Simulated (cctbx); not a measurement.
# A disordered crystal of nominal Er6Ga17Os4Pt

Cell a = 15.5760 Å, b = 4.1950 Å, c = 15.9850 Å, α = 90.00°, β = 102.58°, γ = 90.00°; space group C2/m (no. 12); nominal formula Er6Ga17Os4Pt.

Simulated single-crystal data (cctbx): Mo Kα, λ = 0.71073 Å, to d = 0.84 Å, 50 % of the full sphere, strongest reflection 40000 counts, noise from counting, a 3 % proportional error and a noise floor of 4 counts (s.d.); no absorption.

With every site full:

```text
Rint 0.026, 899 unique reflections to 0.84 A
cycle     R1     wR2    GooF  max shift (A)
   1  0.0978  0.2259   5.050   0.00447
   2  0.0243  0.0613   1.369   0.00003
final R1 0.0243 wR2 0.0613 GooF 1.369  parameters 86  data/parameter 10.5
atom        x        y        z      Ueq    occ   su(xyz)  su(Uiso or U11)
Pt1    0.00000  0.00000  0.50000   0.0128  1.000  0.00000  0.0005
Os1    0.59398  0.50000  0.09478   0.0080  1.000  0.00004  0.0003
Os2    0.60218  0.00000  0.60209   0.0131  1.000  0.00005  0.0004
Er1    0.58742  0.00000  0.40970   0.0142  1.000  0.00005  0.0004
Er2    0.59682  0.50000  0.90538   0.0083  1.000  0.00005  0.0004
Er3    0.74775  0.00000  0.24855   0.0092  1.000  0.00005  0.0004
Ga2    0.00000  0.50000  0.00000   0.0179  1.000  0.00000  0.0014
Ga3    0.88924  0.50000  0.23019   0.0090  1.000  0.00012  0.0009
Ga4    0.89336  0.00000  0.73346   0.0146  1.000  0.00013  0.0010
Ga5    0.76383  0.50000  0.10938   0.0142  1.000  0.00013  0.0010
Ga6    0.76942  0.00000  0.60022   0.0213  1.000  0.00015  0.0011
Ga7    0.54070  0.00000  0.17776   0.0141  1.000  0.00013  0.0009
Ga8    0.54662  0.50000  0.67612   0.0188  1.000  0.00015  0.0011
Ga9    0.82509  0.00000  0.45468   0.0210  1.000  0.00016  0.0012
Ga10   0.82031  0.50000  0.96078  -0.0021  1.000  0.00010  0.0007  NPD
difference map: max 3.36 min -2.59 rms 0.41
Q1    0.1868  0.5000  0.0471    4    3.37  0.15 A from Ga10
Q2    0.1256  0.5000  0.4081    4    1.47  0.60 A from Er1
Q3    0.2389  0.0000  0.8493    4    1.41  1.62 A from Er3
Q4    0.0099  0.0000  0.5379    4    1.40  0.59 A from Pt1
Q5    0.0650  0.1730  0.0817    8    1.28  0.86 A from Os1
Q6    0.0068  0.0000  0.1757    4    1.23  1.84 A from Er2
```

With the occupancies of the suspect sites free, each still typed as its main element:

```text
Rint 0.026, 899 unique reflections to 0.84 A
cycle     R1     wR2    GooF  max shift (A)
   1  0.0727  0.1877   4.200   0.00068
  19  0.0174  0.0419   0.937   0.00004
final R1 0.0174 wR2 0.0418 GooF 0.936  parameters 88  data/parameter 10.2
atom        x        y        z      Ueq    occ   su(xyz)  su(Uiso or U11)
Pt1    0.00000  0.00000  0.50000   0.0135  1.000  0.00000  0.0003
Os1    0.59395  0.50000  0.09479   0.0087  1.000  0.00003  0.0002
Os2    0.60218  0.00000  0.60212   0.0100  0.936  0.00003  0.0003
Er1    0.58741  0.00000  0.40969   0.0150  1.000  0.00004  0.0003
Er2    0.59687  0.50000  0.90538   0.0089  1.000  0.00003  0.0003
Er3    0.74776  0.00000  0.24860   0.0099  1.000  0.00003  0.0003
Ga2    0.00000  0.50000  0.00000   0.0189  1.000  0.00000  0.0010
Ga3    0.88918  0.50000  0.23013   0.0097  1.000  0.00008  0.0006
Ga4    0.89341  0.00000  0.73349   0.0153  1.000  0.00009  0.0007
Ga5    0.76386  0.50000  0.10944   0.0152  1.000  0.00009  0.0007
Ga6    0.76933  0.00000  0.60037   0.0220  1.000  0.00010  0.0008
Ga7    0.54068  0.00000  0.17768   0.0147  1.000  0.00009  0.0006
Ga8    0.54665  0.50000  0.67619   0.0194  1.000  0.00010  0.0007
Ga9    0.82508  0.00000  0.45467   0.0215  1.000  0.00011  0.0008
Ga10   0.82026  0.50000  0.96073   0.0049  1.127  0.00007  0.0006
su of occupancy Os2: 0.003
su of occupancy Ga10: 0.007
difference map: max 1.29 min -1.39 rms 0.31
Q1    0.0913  0.0000  0.2038    4    1.35  0.98 A from Ga4
Q2    0.2376  0.0000  0.8497    4    1.28  1.64 A from Er3
Q3    0.0593  0.1851  0.0809    8    1.13  0.94 A from Os1
Q4    0.1483  0.0000  0.4439    4    1.11  1.58 A from Ga9
Q5    0.1425  0.2833  0.3093    8    1.10  1.42 A from Ga4
Q6    0.2431  0.5000  0.3514    4    1.09  1.66 A from Er3
```

**Question.** What is the disorder?

X-rays count electrons. Os2 refines to 0.936(0.003), or 71.1 electrons; the site truly holds 0.9 Os and 0.1 Ga, 71.5 electrons, which is 0.941 of Os; Ga10 refines to 1.127(0.007), or 34.9 electrons; the site truly holds 0.9 Ga and 0.1 Os, 35.5 electrons, which is 1.145 of Ga. A value under 1 can't tell vacancies from a lighter guest, and one over 1 needs a heavier guest; chemistry or a second radiation must settle which. Occupancy correlates with U and the scale, and the two elements' form factors differ in shape, so the match is approximate.

Freeing them takes R1 from 0.0243 to 0.0174 and GooF from 1.37 to 0.94.

The model was made for the exercise: a known structure type with other elements put in, its volume estimated, not relaxed; displacement parameters are assumed.

[Middle refinement cycles are left out of these outputs.]

[Logs are printed without paths, hosts, clocks, repeated set-up lines and the standing remarks that a program may print on its own settings, such as how far it seeks lower states.]
